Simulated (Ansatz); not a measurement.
# Lattice dynamics of La3AlC (Pm-3m)

Wanted: phonon frequencies of La3AlC (Pm-3m) and what follows from them.

Main program and level: Ansatz 0.2.0; DFT PBEsol, scalar-relativistic, plane waves, PAW; PAW set soft_1.

**1. Set-up**

Symmetry: Pm-3m, No. 221, cubic system. Conventional cell: a = 5.205 Å, b = 5.205 Å, c = 5.205 Å, α = 90.00°, β = 90.00°, γ = 90.00°. Nearest to La lie 2 C at 2.60 Å and 8 La at 3.68 Å and 4 Al at 3.68 Å. Al has 12 La at 3.68 Å nearest. Nearest to C lie 6 La at 2.60 Å. Farther neighbours are not listed.

**2. Bringing the structure to rest**

The cell and atoms are relaxed, since residual forces and stress would shift the frequencies.

Input file input.yaml:

```yaml
crystal:
  lattice:
    - [5.205131, 0.0, 0.0]
    - [0.0, 5.205131, 0.0]
    - [0.0, 0.0, 5.205131]
  atoms:
    - { symbol: La, position: [0.5, 0.5, 0.0] }
    - { symbol: La, position: [0.5, 0.0, 0.5] }
    - { symbol: La, position: [0.0, 0.5, 0.5] }
    - { symbol: Al, position: [0.0, 0.0, 0.0] }
    - { symbol: C, position: [0.5, 0.5, 0.5] }
kpoints:
  mp_grid: { grid: [8, 8, 8] }
hamiltonian:
  xc: pbesol
  pseudopotentials: { kind: paw, azcp: { folder: soft_1 }, xc_functional: pbe }
scf:
  occupations: { method: gaussian, width: 0.1 }
output:
  forces: true
  stress: true
  eigenvalues: true
  write_density: true
  write_potential: true
  elf: true
  volumetric_format: npy
relax:
  adjacent_minimum: "off"
  f_tol: 0.005
  max_steps: 80
  cell: { stress_tol: 0.05 }
```

Started as:

```
$ ansatz run input.yaml --threads 4 --pin off --max-ram 10240MiB --backend cpu --events-out ev --progress --plain --runs-dir out
```

Numbers of over 12 decimals in the logs are rounded to 6 here.

What it wrote:

```text
Engine: ansatz 0.2.0, aarch64-unknown-linux-gnu
Pseudopotentials: kind: paw
Pseudopotential: La, paw, valence charge 11, recommended cutoff 420 eV (normal), soft_1/La.paw.azcp
Pseudopotential: Al, paw, valence charge 3, recommended cutoff 420 eV (normal), soft_1/Al.paw.azcp
Pseudopotential: C, paw, valence charge 4, recommended cutoff 420 eV (normal), soft_1/C.paw.azcp
Functional definition: PBEsol
  exchange = pbesol_x
  correlation = pbesol_c
Crystal: 5 atoms, lattice volume = 141.025 Å³
Basis set: ecut = 420 eV, 2777 PW (Γ), exchange–correlation on 72×72×72 points (8 copies of the dense FFT grid, shifted against one another)
Bands: 25, of which v1, the nominal top of the filled ones, is band 20 counted from 1 (19 counted from 0)
Symmetry: 48 space group operations
Space group: Pm-3m (ITA 221), of the structure as read, at distance tolerance 5.2e-5 Å
k-points: 35 of 512
Non-local potential: La, projectors of the file, l = 0: 3, l = 1: 2, l = 2: 2, l = 3: 3
Non-local potential: Al, projectors of the file, l = 0: 2, l = 1: 2, l = 2: 1
Non-local potential: C, projectors of the file, l = 0: 2, l = 1: 2, l = 2: 1
PAW form: soft (Blöchl's): semilocal exchange-correlation on the pseudo side does not see the compensation charge
PAW frozen core: La, regenerated for the run's functional, and the local potential with it (the file was generated under x = pbe(κ = 0.804, μ = 0.219515), c = pbe(β = 0.066725))
PAW frozen core: Al, regenerated for the run's functional, and the local potential with it (the file was generated under x = pbe(κ = 0.804, μ = 0.219515), c = pbe(β = 0.066725))
PAW frozen core: C, regenerated for the run's functional, and the local potential with it (the file was generated under x = pbe(κ = 0.804, μ = 0.219515), c = pbe(β = 0.066725))
PAW one-centre angular grid: La, 590 points (default); XC on 64 Gauss nodes
PAW one-centre angular grid: Al, 110 points (default); XC on 64 Gauss nodes
PAW one-centre angular grid: C, 110 points (default); XC on 64 Gauss nodes
Initial density: superposition of atomic densities (chi_scale 0.1, normalization cell, long waves kept (reshape's long-wave potential 0.00 eV rms))
Initial wavefunctions: pseudopotential atomic-orbital guess
Functional: x = pbesol(κ = 0.804, μ = 0.123457), c = pbesol(β = 0.046)
SCF iter   1: F=—  HF=-19257.726492 eV  |F-HF|=—  |Δ(HF+E_count)|=         —  Δρ=4.06e-2  dr2=7.02e0  ethr=3.10e-3  ⟨swp⟩=5.5  Hψ=4481  notcnv=0
preconditioner: auto → Kerker (q_TF=auto, 2.211 Å⁻¹)  [metal: Δε(μ)=0.029 eV  Ē_g=10.967 eV  σ=0.100 eV  W_gap=0.16  n_scr=26 (ndim 8)  ℏωp=18.2 eV  f_vac=0.000  D(μ)=4.79/eV (n_scr^D=32)]
SCF iter   2: F=—  HF=-19256.581635 eV  |F-HF|=—  |Δ(HF+E_count)|=    1.14e0  Δρ=1.72e-2  dr2=6.26e-1  ethr=3.10e-3  ⟨swp⟩=3.2  Hψ=1757  notcnv=0  defer=17
SCF iter   3: F=—  HF=-19256.454194 eV  |F-HF|=—  |Δ(HF+E_count)|=   1.27e-1  Δρ=8.92e-3  dr2=2.18e-1  ethr=1.57e-3  ⟨swp⟩=2.0  Hψ=1261  notcnv=0  defer=16
SCF iter   4: F=—  HF=-19256.410157 eV  |F-HF|=—  |Δ(HF+E_count)|=   4.40e-2  Δρ=2.66e-3  dr2=2.16e-2  ethr=5.46e-4  ⟨swp⟩=2.9  Hψ=1275  notcnv=0  defer=17
SCF iter   5: F=—  HF=-19256.408693 eV  |F-HF|=—  |Δ(HF+E_count)|=   1.46e-3  Δρ=1.41e-3  dr2=7.69e-3  ethr=5.40e-5  ⟨swp⟩=2.0  Hψ=1428  notcnv=0  defer=17
SCF iter   6: F=—  HF=-19256.407941 eV  |F-HF|=—  |Δ(HF+E_count)|=   7.52e-4  Δρ=6.52e-4  dr2=1.68e-3  ethr=1.92e-5  ⟨swp⟩=1.2  Hψ=866  notcnv=0  defer=17
SCF iter   7: F=—  HF=-19256.407703 eV  |F-HF|=—  |Δ(HF+E_count)|=   2.38e-4  Δρ=1.86e-4  dr2=1.30e-4  ethr=4.20e-6  ⟨swp⟩=1.9  Hψ=971  notcnv=0  defer=17
SCF iter   8: F=—  HF=-19256.407682 eV  |F-HF|=—  |Δ(HF+E_count)|=   2.10e-5  Δρ=3.60e-5  dr2=4.38e-6  ethr=3.25e-7  ⟨swp⟩=2.1  Hψ=1456  notcnv=0  defer=17
SCF iter   9: F=—  HF=-19256.407692 eV  |F-HF|=—  |Δ(HF+E_count)|=   9.23e-6  Δρ=2.95e-6  dr2=1.46e-8  ethr=2.50e-10  ⟨swp⟩=14.5  Hψ=7989  notcnv=0
SCF iter  10: F=-19256.407692 eV  HF=-19256.407692 eV  |F-HF|=1.18e-9  |Δ(HF+E_count)|=  9.46e-10  Δρ=9.03e-7  dr2=1.68e-9  ethr=3.66e-11  ⟨swp⟩=6.0  Hψ=5636  notcnv=0
SCF 1 converged in 10 iterations: F = -19256.407692 eV  dr2 = 1.68e-9
  greatest PAW one-centre occupation: 0.971 electrons in one spin orbital (limit 2), on the La atom at site 1 (counted from 0), in its partial waves of l = 0
relax step   1: F+E_penalty+E_count = -19256.40769165 eV  Δ(F+E_penalty+E_count) = +0.000e0 eV  max|allowed force component| = 9.236e-30 eV/Å  Δτ_max = 0.0000 Å  P = -2.356 GPa  Ω = 141.025 Å³  (10 SCF iters, dr2 threshold 1.00e-7 eV, accepted)
Crystal: 5 atoms, lattice volume = 129.715 Å³
Basis set: ecut = 420 eV, 2517 PW (Γ), exchange–correlation on 72×72×72 points (8 copies of the dense FFT grid, shifted against one another)
Initial density: handed on by an earlier stage of this run
Initial wavefunctions: those handed on with the density
iter 1 solved again at ethr=8.83e-4 eV; its pass at ethr=3.10e-3 eV (dr2=3.53e-1 eV) is discarded
SCF iter   1: F=—  HF=-19256.463452 eV  |F-HF|=—  |Δ(HF+E_count)|=         —  Δρ=1.05e-2  dr2=3.77e-1  ethr=8.83e-4  ⟨swp⟩=1.0  Hψ=6159  notcnv=0
eigensolver tolerance schedule calibrated: the retry pair's looser diagonalisation under-reported the residual by θ = 0.06 (0.11/decade); ethr = c·dr2/N_el runs at the constant in force after the calibration composes with the one it found (an armed cap, an earlier calibration), c = 7.7e-2
preconditioner: auto → Kerker (q_TF=auto, 2.243 Å⁻¹)  [metal: Δε(μ)=0.001 eV  Ē_g=10.809 eV  σ=0.100 eV  W_gap=0.01  n_scr=26 (ndim 8)  ℏωp=19.0 eV  f_vac=0.000  D(μ)=4.88/eV (n_scr^D=32)]
SCF iter   2: F=—  HF=-19256.416543 eV  |F-HF|=—  |Δ(HF+E_count)|=   4.69e-2  Δρ=3.97e-3  dr2=2.57e-2  ethr=7.25e-4  ⟨swp⟩=2.8  Hψ=1366  notcnv=0
SCF iter   3: F=—  HF=-19256.411910 eV  |F-HF|=—  |Δ(HF+E_count)|=   4.63e-3  Δρ=1.37e-3  dr2=6.08e-3  ethr=4.94e-5  ⟨swp⟩=2.0  Hψ=1409  notcnv=0
SCF iter   4: F=—  HF=-19256.410125 eV  |F-HF|=—  |Δ(HF+E_count)|=   1.79e-3  Δρ=2.42e-4  dr2=1.67e-4  ethr=1.17e-5  ⟨swp⟩=2.0  Hψ=1510  notcnv=0
SCF iter   5: F=—  HF=-19256.410098 eV  |F-HF|=—  |Δ(HF+E_count)|=   2.68e-5  Δρ=5.23e-5  dr2=6.39e-6  ethr=3.22e-7  ⟨swp⟩=2.1  Hψ=1168  notcnv=0
SCF iter   6: F=-19256.410097 eV  HF=-19256.410097 eV  |F-HF|=7.21e-8  |Δ(HF+E_count)|=   1.12e-6  Δρ=1.01e-5  dr2=2.21e-7  ethr=9.62e-10  ⟨swp⟩=15.1  Hψ=8653  notcnv=0
SCF 2 converged in 6 iterations: F = -19256.410097 eV  dr2 = 2.21e-7
  Residual-converged pass: ⟨swp⟩=1.0  Hψ=1015  notcnv=0  max |occ|·‖R‖ = 7.0e-9 eV (tolerance 1.0e-8 eV)  dr2=2.21e-7  dr2_onsite=2.47e-9  max |Δocc| = 1.3e-10
  greatest PAW one-centre occupation: 0.971 electrons in one spin orbital (limit 2), on the La atom at site 2 (counted from 0), in its partial waves of l = 0
relax step   2: F+E_penalty+E_count = -19256.41009686 eV  Δ(F+E_penalty+E_count) = -2.405e-3 eV  max|allowed force component| = 9.078e-30 eV/Å  Δτ_max = 0.0000 Å  P = +2.653 GPa  Ω = 129.715 Å³  energy of the carried Pulay correction = +2.035e-3 eV  (6 SCF iters, dr2 threshold 5.00e-7 eV, accepted)
Crystal: 5 atoms, lattice volume = 135.469 Å³
Basis set: ecut = 420 eV, 2601 PW (Γ), exchange–correlation on 72×72×72 points (8 copies of the dense FFT grid, shifted against one another)
iter 1 solved again at ethr=2.87e-4 eV; its pass at ethr=3.10e-3 eV (dr2=1.15e-1 eV) is discarded
SCF iter   1: F=—  HF=-19256.469676 eV  |F-HF|=—  |Δ(HF+E_count)|=         —  Δρ=5.76e-3  dr2=1.20e-1  ethr=2.87e-4  ⟨swp⟩=1.1  Hψ=6233  notcnv=0
preconditioner: auto → Kerker (q_TF=auto, 2.226 Å⁻¹)  [metal: Δε(μ)=0.023 eV  Ē_g=10.762 eV  σ=0.100 eV  W_gap=0.13  n_scr=26 (ndim 8)  ℏωp=18.6 eV  f_vac=0.000  D(μ)=4.20/eV (n_scr^D=26)]
SCF iter   2: F=—  HF=-19256.455087 eV  |F-HF|=—  |Δ(HF+E_count)|=   1.46e-2  Δρ=2.22e-3  dr2=8.62e-3  ethr=2.87e-4  ⟨swp⟩=2.0  Hψ=1266  notcnv=0
SCF iter   3: F=—  HF=-19256.453402 eV  |F-HF|=—  |Δ(HF+E_count)|=   1.68e-3  Δρ=7.52e-4  dr2=1.87e-3  ethr=2.16e-5  ⟨swp⟩=2.0  Hψ=1726  notcnv=0
SCF iter   4: F=—  HF=-19256.452868 eV  |F-HF|=—  |Δ(HF+E_count)|=   5.34e-4  Δρ=1.24e-4  dr2=7.39e-5  ethr=4.68e-6  ⟨swp⟩=2.0  Hψ=1092  notcnv=0
SCF iter   5: F=—  HF=-19256.452872 eV  |F-HF|=—  |Δ(HF+E_count)|=   3.65e-6  Δρ=2.33e-5  dr2=1.14e-6  ethr=1.85e-7  ⟨swp⟩=2.1  Hψ=1157  notcnv=0
SCF iter   6: F=-19256.452872 eV  HF=-19256.452872 eV  |F-HF|=1.22e-8  |Δ(HF+E_count)|=   7.65e-8  Δρ=5.23e-6  dr2=5.59e-8  ethr=1.25e-9  ⟨swp⟩=14.3  Hψ=7925  notcnv=0
SCF 3 converged in 6 iterations: F = -19256.452872 eV  dr2 = 5.59e-8
  Residual-converged pass: ⟨swp⟩=1.1  Hψ=1017  notcnv=0  max |occ|·‖R‖ = 7.0e-9 eV (tolerance 1.0e-8 eV)  dr2=5.59e-8  dr2_onsite=2.66e-9  max |Δocc| = 1.1e-10
relax step   3: F+E_penalty+E_count = -19256.45287178 eV  Δ(F+E_penalty+E_count) = -4.277e-2 eV  max|allowed force component| = 2.436e-30 eV/Å  Δτ_max = 0.0000 Å  P = -0.126 GPa  Ω = 135.469 Å³  energy of the carried Pulay correction = +9.787e-4 eV  (6 SCF iters, dr2 threshold 5.00e-7 eV, accepted)
[...]
relax step   4: F+E_penalty+E_count = -19256.45303186 eV  Δ(F+E_penalty+E_count) = -1.601e-4 eV  max|allowed force component| = 3.570e-30 eV/Å  Δτ_max = 0.0000 Å  P = -0.006 GPa  Ω = 135.198 Å³  energy of the carried Pulay correction = +1.027e-3 eV  (5 SCF iters, dr2 threshold 3.94e-8 eV, accepted)
Initial wavefunctions: pseudopotential atomic-orbital guess (no wavefunctions were taken with the density)
iter 1 solved again at ethr=2.42e-8 eV; its pass at ethr=3.10e-3 eV (dr2=9.69e-6 eV) is discarded
SCF iter   1: F=—  HF=-19256.452186 eV  |F-HF|=—  |Δ(HF+E_count)|=         —  Δρ=3.39e-5  dr2=2.65e-7  ethr=2.42e-8  ⟨swp⟩=5.2  Hψ=8094  notcnv=0
preconditioner: auto → Kerker (q_TF=auto, 2.227 Å⁻¹)  [metal: Δε(μ)=0.022 eV  Ē_g=10.778 eV  σ=0.100 eV  W_gap=0.12  n_scr=26 (ndim 8)  ℏωp=18.6 eV  f_vac=0.000  D(μ)=4.79/eV (n_scr^D=32)]
SCF iter   2: F=—  HF=-19256.452202 eV  |F-HF|=—  |Δ(HF+E_count)|=   1.58e-5  Δρ=1.77e-5  dr2=7.28e-8  ethr=6.63e-10  ⟨swp⟩=2.0  Hψ=1357  notcnv=0
SCF iter   3: F=—  HF=-19256.452202 eV  |F-HF|=—  |Δ(HF+E_count)|=   1.40e-7  Δρ=7.24e-6  dr2=1.13e-8  ethr=1.82e-10  ⟨swp⟩=2.0  Hψ=1054  notcnv=0
SCF iter   4: F=—  HF=-19256.452202 eV  |F-HF|=—  |Δ(HF+E_count)|=   2.62e-8  Δρ=3.04e-7  dr2=1.24e-10  ethr=2.84e-11  ⟨swp⟩=2.0  Hψ=1225  notcnv=0
SCF iter   5: F=-19256.452202 eV  HF=-19256.452202 eV  |F-HF|=1.46e-11  |Δ(HF+E_count)|=  1.09e-11  Δρ=8.69e-8  dr2=1.64e-11  ethr=1.00e-12  ⟨swp⟩=8.3  Hψ=5143  notcnv=0
SCF 5 converged in 5 iterations: F = -19256.452202 eV  dr2 = 1.64e-11
relax step   5: F+E_penalty+E_count = -19256.45220191 eV  Δ(F+E_penalty+E_count) = +8.299e-4 eV  max|allowed force component| = 5.601e-30 eV/Å  Δτ_max = 0.0000 Å  P = -0.017 GPa  Ω = 135.198 Å³  stress off target by 1.67e-2 GPa  SCF on the basis re-selected at this cell (its energy is not comparable with the rows above)  (5 SCF iters)
basis re-selected at this cell: Δ(F+E_penalty+E_count) = +8.299e-4 eV, ΔP = -0.011 GPa vs the last step (what re-selecting the basis moved, of the pressure what is left beyond the Pulay correction that the steps carried, after the strain that the cell walked since its last selection, with what the two solves' SCF thresholds leave and, on support functions, any second-order correction that the steps lacked; it is no m [...]
SCF converged after 5 iterations
Free energy (F): -19256.452202 eV
Harris-Foulkes:  -19256.452202 eV  (|F-HF|=1.46e-11)
Internal energy: -19256.428234 eV  (E = F + TS)
E sigma→0 (E₀):  -19256.440218 eV
Entropy (-TS):   -0.023968 eV (-4.794 meV/atom)
Fermi energy:    9.857926 eV
--- Per-component energies (eV) ---
  E_band       = -123.634987
  E_kinetic    = 663.624467
  E_local      = -1290.468448  (includes V_loc(G=0)·N_el)
  E_nonlocal   = 301.744672
  E_hartree    = 477.647130
  E_xc         = -508.188395
  E_vxc        = -519.287016  (∫ρ·V_xc dr)
  E_paw        = -16539.434386  (= ΣΔE_a)
  E_vpaw       = -234.542989  (= ΣTr[D̂ρ^β])
  E_aug_tail   = 0.000009  (compensation charges beyond the density's cutoff)
  E_ewald      = -2361.900632
  E_core_change = 0.547348  (= ΣΔE_core)
  E_smearing   = -0.023968  (= −TS)
  E_closure    = 0.000000  (closes the sum)
  Σ components = -19256.452202   (vs F -19256.452202, Δ=0.00e0)
--- Forces (eV/Å), atoms counted from 1 ---
  atom   1  La    -0.00000000    -0.00000000    -0.00000000
  atom   2  La     0.00000000     0.00000000     0.00000000
  atom   3  La     0.00000000    -0.00000000     0.00000000
  atom   4  Al     0.00000000     0.00000000     0.00000000
  atom   5  C      0.00000000     0.00000000     0.00000000
  max |Σ_I F_I| component: 4.76e-30 eV/Å
--- Stress (GPa, compression-positive) ---
       -0.016670      -0.000000       0.000000
       -0.000000      -0.016670       0.000000
        0.000000       0.000000      -0.016670
  P = ⅓ Tr σ = -0.0167 GPa (-0.167 kbar)
--- Band table (eV; the first three rows and the last of 35) ---
  k-point 0: bands = [... 16 lower, 9.2948, 9.2948, 9.2948, 9.9883, 9.9883, 9.9883, 10.9041, 10.9041, ... 1 higher]
  k-point 1: bands = [... 16 lower, 9.2830, 9.3039, 9.3401, 9.6158, 10.0254, 10.0254, 10.7991, 10.8783, ... 1 higher]
  k-point 2: bands = [... 16 lower, 9.2900, 9.2900, 9.4634, 9.7234, 9.9493, 9.9493, 10.8373, 11.0408, ... 1 higher]
  k-point 34: bands = [... 16 lower, 6.7136, 10.3151, 10.3151, 10.3151, 11.0756, 11.0756, 11.0756, 11.6476, ... 1 higher]
--- Relaxed structure (4 steps of the walk, 4 accepted, 1 SCFs on fresh bases) ---
  F+E_penalty+E_count = -19256.45220191 eV   max|allowed force component| = 5.601e-30 eV/Å   (the final SCF, on the basis selected at the relaxed cell)
  cell:  # Å, volume = 135.1979 Å³
    - [5.132433, 0, 0]
    - [0, 5.132433, 0.0]
    - [0, 0.0, 5.132433]
  atoms:
    - { symbol: La, position: [0.5, 0.5, 0] }
    - { symbol: La, position: [0.5, 0, 0.5] }
    - { symbol: La, position: [0, 0.5, 0.5] }
    - { symbol: Al, position: [0, 0, 0] }
    - { symbol: C, position: [0.5, 0.5, 0.5] }
```

Run time: 13 s. Hardware: 4 threads of Arm Neoverse V2, shared host; peak memory 0.52 GiB.

Step by step:

| step | energy less that of the first step (eV) | largest force component (eV/Å) | pressure (GPa) | volume (Å³) |
| --- | --- | --- | --- | --- |
| 1 | 0.0000 | 0.0000 | -2.36 | 141.02 |
| 2 | -0.0024 | 0.0000 | 2.65 | 129.71 |
| 3 | -0.0452 | 0.0000 | -0.13 | 135.47 |
| 4 | -0.0453 | 0.0000 | -0.01 | 135.20 |
| 5* | -0.0445 | 0.0000 | -0.02 | 135.20 |

Relaxation steps marked * repeat the geometry before them on a plane-wave basis chosen anew for their cell, so energy and pressure can jump there.

Forces are held to the 48 operations that the run works with; a distortion that breaks them can't arise in this run.

| conventional cell, symmetrised | before | after | change |
| --- | --- | --- | --- |
| a (Å) | 5.205 | 5.132 | -1.4 % |
| b (Å) | 5.205 | 5.132 | -1.4 % |
| c (Å) | 5.205 | 5.132 | -1.4 % |
| volume (Å³/atom) | 28.20 | 27.04 | -4.1 % |

The relaxed structure:

```xyz
5
Lattice="5.1324 0.0000 0.0000 0.0000 5.1324 0.0000 0.0000 0.0000 5.1324" Properties=species:S:1:pos:R:3 pbc="T T T"
La    2.5662    2.5662    0.0000
La    2.5662    0.0000    2.5662
La    0.0000    2.5662    2.5662
Al    0.0000    0.0000    0.0000
C     2.5662    2.5662    2.5662
```

This step gave:

```
pressure          : -0.01667 GPa
volume per atom   : 27.04 Å³
gap on the k-mesh : 0 eV
```

ELF in the ac plane at fractional y = 0.500, with atoms of La and C within 0.2 Å of it. It is the smooth field of the valence electrons, not physical close to the nuclei.

Ten even steps from '_' (0.06) to '@' (0.80), each cell a mean:
```
==::__::%%@@==::##@@++__..--
....____++@@@@%%@@%%::____..
..______..==**##++--________
**==..__..::------::____::++
@@@@++..==##%%%%%%**::--%%@@
++@@%%--++@@%%##@@%%--++@@##
__++@@==++@@--__##%%--##%%::
::##@@==++@@**--%%%%--**@@==
@@@@##::==@@@@@@@@##::==@@@@
%%##--..::==++++++==....++%%
::..____..::====--..______::
..______--##@@@@%%++..______
--::__..##@@##++@@@@==__..::
++--..::%%@@::__++@@**....==
```
Columns run along a (5.1 Å), rows up along c (5.1 Å). Atoms in or near the plane, at fractional coordinates: La at (0.50, 0.00), La at (0.00, 0.50), C at (0.50, 0.50).

Electrostatic potential energy in the ac plane at fractional y = 0.500, with atoms of La and C within 0.2 Å of it. With pseudopotentials it is smooth inside the atoms' cores, unlike the true potential.

Ten even steps from '_' (-33 eV) to '@' (13 eV), each cell a mean:
```
@@@@@@%%++__::==__::##@@@@@@
@@@@@@%%##--..__..++%%@@@@@@
@@@@@@@@%%##++++**##%%@@@@@@
**##%%@@@@@@%%%%%%@@@@%%%%##
::--**%%@@@@%%##%%@@@@##++::
..__--##@@##--..++%%%%**..__
##..::##%%++____..##%%++__==
==__::##%%**____--%%%%++..::
__..++%%@@@@**++##@@@@##--__
==**##%%@@@@%%%%@@@@@@%%##++
%%%%%%@@%%%%######%%@@@@%%%%
@@@@@@%%##++::::--**%%@@@@@@
@@@@@@%%**..__..__--##@@@@@@
@@@@@@%%==__==##..::**@@@@@@
```
Columns run along a (5.1 Å; values clipped at the 3rd and 97th percentile), rows up along c (5.1 Å). Atoms in or near the plane, at fractional coordinates: La at (0.50, 0.00), La at (0.00, 0.50), C at (0.50, 0.50).

Valence density in the ac plane at fractional y = 0.500, with atoms of La and C within 0.2 Å of it. It is the smooth field of the valence electrons, not physical close to the nuclei.

Values in e/Å³, 14 rows by 14 columns, each cell a mean:
```
0.1 0.1 0.1 0.2 0.7 1.5 1.7 1.7 1.7 1.1 0.4 0.1 0.1 0.1
0.1 0.1 0.1 0.1 0.4 1.0 1.4 1.5 1.3 0.7 0.2 0.1 0.1 0.1
0.1 0.1 0.1 0.1 0.2 0.4 0.7 0.8 0.6 0.3 0.1 0.1 0.1 0.1
0.4 0.3 0.2 0.1 0.1 0.2 0.4 0.4 0.3 0.2 0.1 0.1 0.2 0.4
1.2 0.9 0.5 0.2 0.2 0.4 0.6 0.7 0.5 0.3 0.2 0.3 0.7 1.1
1.7 1.6 0.9 0.4 0.3 0.7 1.2 1.4 1.0 0.5 0.3 0.6 1.3 1.7
1.8 1.7 1.2 0.5 0.4 1.0 1.6 1.5 1.4 0.7 0.4 0.8 1.5 1.7
1.8 1.7 1.1 0.5 0.4 0.9 1.5 1.6 1.2 0.6 0.4 0.7 1.4 1.7
1.5 1.3 0.7 0.3 0.3 0.5 0.9 1.0 0.7 0.4 0.2 0.4 1.0 1.5
0.7 0.5 0.3 0.2 0.2 0.3 0.4 0.4 0.3 0.2 0.1 0.2 0.4 0.7
0.2 0.2 0.1 0.1 0.2 0.3 0.5 0.5 0.4 0.2 0.1 0.1 0.1 0.2
0.1 0.1 0.1 0.1 0.3 0.7 1.1 1.2 0.9 0.5 0.2 0.1 0.1 0.1
0.1 0.1 0.1 0.2 0.5 1.3 1.7 1.7 1.6 0.9 0.3 0.1 0.1 0.1
0.1 0.1 0.1 0.2 0.7 1.5 1.8 1.8 1.7 1.2 0.4 0.1 0.1 0.1
```
Columns run along a (5.1 Å), rows up along c (5.1 Å). Atoms in or near the plane, at fractional coordinates: La at (0.50, 0.00), La at (0.00, 0.50), C at (0.50, 0.50).

In this step the volume went from 28.20 to 27.04 Å³/atom.

(Continued in part 2 of 3.)

[Logs are printed without paths, hosts, clocks, repeated set-up lines and the standing remarks that a program may print on its own settings, such as how far it seeks lower states.]

[Hosts, paths, dates, database ids (printed as entryN), source tags and the programs' standing remarks are cut or masked in the printed files.]
